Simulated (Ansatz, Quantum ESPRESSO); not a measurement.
## KBeI3 (Pm-3m): zone-centre phonons: relaxing the cell and atoms

Quantum ESPRESSO 8.0 development, patched; DFT LDA, scalar-relativistic, plane waves, PseudoDojo norm-conserving pseudopotentials.

The structure was built from a prototype and need not be the compound's stable phase.

It takes space group Pm-3m (No. 221, cubic). Conventional cell: a = 5.141 Å, b = 5.141 Å, c = 5.141 Å, α = 90.00°, β = 90.00°, γ = 90.00°. Nearest to K lie 12 I at 3.64 Å. Nearest to Be lie 6 I at 2.57 Å. I has 2 Be at 2.57 Å and 4 K at 3.64 Å nearest. Farther neighbours and most contacts between anions are not listed.

The steps of the relaxation:

| step | energy less that of the first step (eV) | largest force (eV/Å) | pressure (GPa) | volume (Å³) |
| --- | --- | --- | --- | --- |
| 1 | 0.0000 | 0.0000 | 4.40 | 135.88 |
| 2 | -0.0741 | 0.0000 | 3.34 | 138.95 |
| 3 | -0.1340 | 0.0000 | 2.28 | 142.38 |
| 4 | -0.1853 | 0.0000 | 0.89 | 147.64 |
| 5 | -0.1961 | 0.0000 | 0.08 | 151.23 |
| 6 | -0.1962 | 0.0000 | 0.00 | 151.62 |
| 7 | -0.1962 | 0.0000 | 0.00 | 151.64 |
| 8 | -0.1963 | 0.0000 | 0.00 | 151.64 |

| conventional cell, symmetrised | before | after | change |
| --- | --- | --- | --- |
| a (Å) | 5.141 | 5.333 | +3.7 % |
| b (Å) | 5.141 | 5.333 | +3.7 % |
| c (Å) | 5.141 | 5.333 | +3.7 % |
| volume (Å³/atom) | 27.18 | 30.33 | +11.6 % |

The relaxed structure:

```cif
data_structure
_symmetry_space_group_name_H-M 'P 1'
_symmetry_Int_Tables_number 1
_cell_length_a 5.3326
_cell_length_b 5.3326
_cell_length_c 5.3326
_cell_angle_alpha 90.000
_cell_angle_beta 90.000
_cell_angle_gamma 90.000
_cell_volume 151.64
loop_
_atom_site_label
_atom_site_type_symbol
_atom_site_fract_x
_atom_site_fract_y
_atom_site_fract_z
_atom_site_occupancy
K1 K 0.00000 0.00000 0.00000 1
Be2 Be 0.50000 0.50000 0.50000 1
I3 I 0.50000 0.50000 0.00000 1
I4 I 0.50000 0.00000 0.50000 1
I5 I 0.00000 0.50000 0.50000 1
```

The last row of the table of steps is pw.x's closing run on a basis chosen anew for the final cell, so its energy can jump.

This step gave:

```
volume per atom : 30.33 Å³
pressure        : 0 GPa
```

The volume changes by +11.6 % from the cell with which this run began.

What was run to get this?

The system, level and task follow from the heading and the kind of results. Meshes, cutoffs and thresholds can't be read from the results; these are the ones that the run used.

The input, relax.in:

```
&CONTROL
  calculation   = 'vc-relax'
  prefix        = 'x'
  outdir        = './tmp'
  pseudo_dir    = './pseudo'
  tprnfor       = .true.
  tstress       = .true.
  forc_conv_thr = 2.0d-05
  etot_conv_thr = 1.0d-07
  nstep         = 40
/
&SYSTEM
  ibrav       = 1
  celldm(1)   = 9.71508201
  nat         = 5
  ntyp        = 3
  ecutwfc     = 106
  occupations = 'smearing'
  smearing    = 'mv'
  degauss     = 0.02
/
&ELECTRONS
  conv_thr         = 1.0d-11
  mixing_beta      = 0.7
  electron_maxstep = 100
/
&IONS
/
&CELL
  press_conv_thr = 0.2
/
ATOMIC_SPECIES
 K      39.0983  K.upf
 Be      9.0122  Be.upf
 I     126.9045  I.upf
ATOMIC_POSITIONS crystal
 K      0.000000000   0.000000000   0.000000000
 Be     0.500000000   0.500000000   0.500000000
 I      0.500000000   0.500000000   0.000000000
 I      0.500000000   0.000000000   0.500000000
 I      0.000000000   0.500000000   0.500000000
K_POINTS automatic
 6 6 6 0 0 0
```

On the command line:

```console
OMP_NUM_THREADS=1 mpirun -n 4 pw.x -nk 4 -in relax.in > relax.out
```

[Host names and launcher messages were left out of these logs when they were recorded.]

[Logs are printed without paths, hosts, clocks, repeated set-up lines and the standing remarks that a program may print on its own settings, such as how far it seeks lower states.]

[Hosts, paths, dates, database ids (printed as entryN), source tags and the programs' standing remarks are cut or masked in the printed files.]
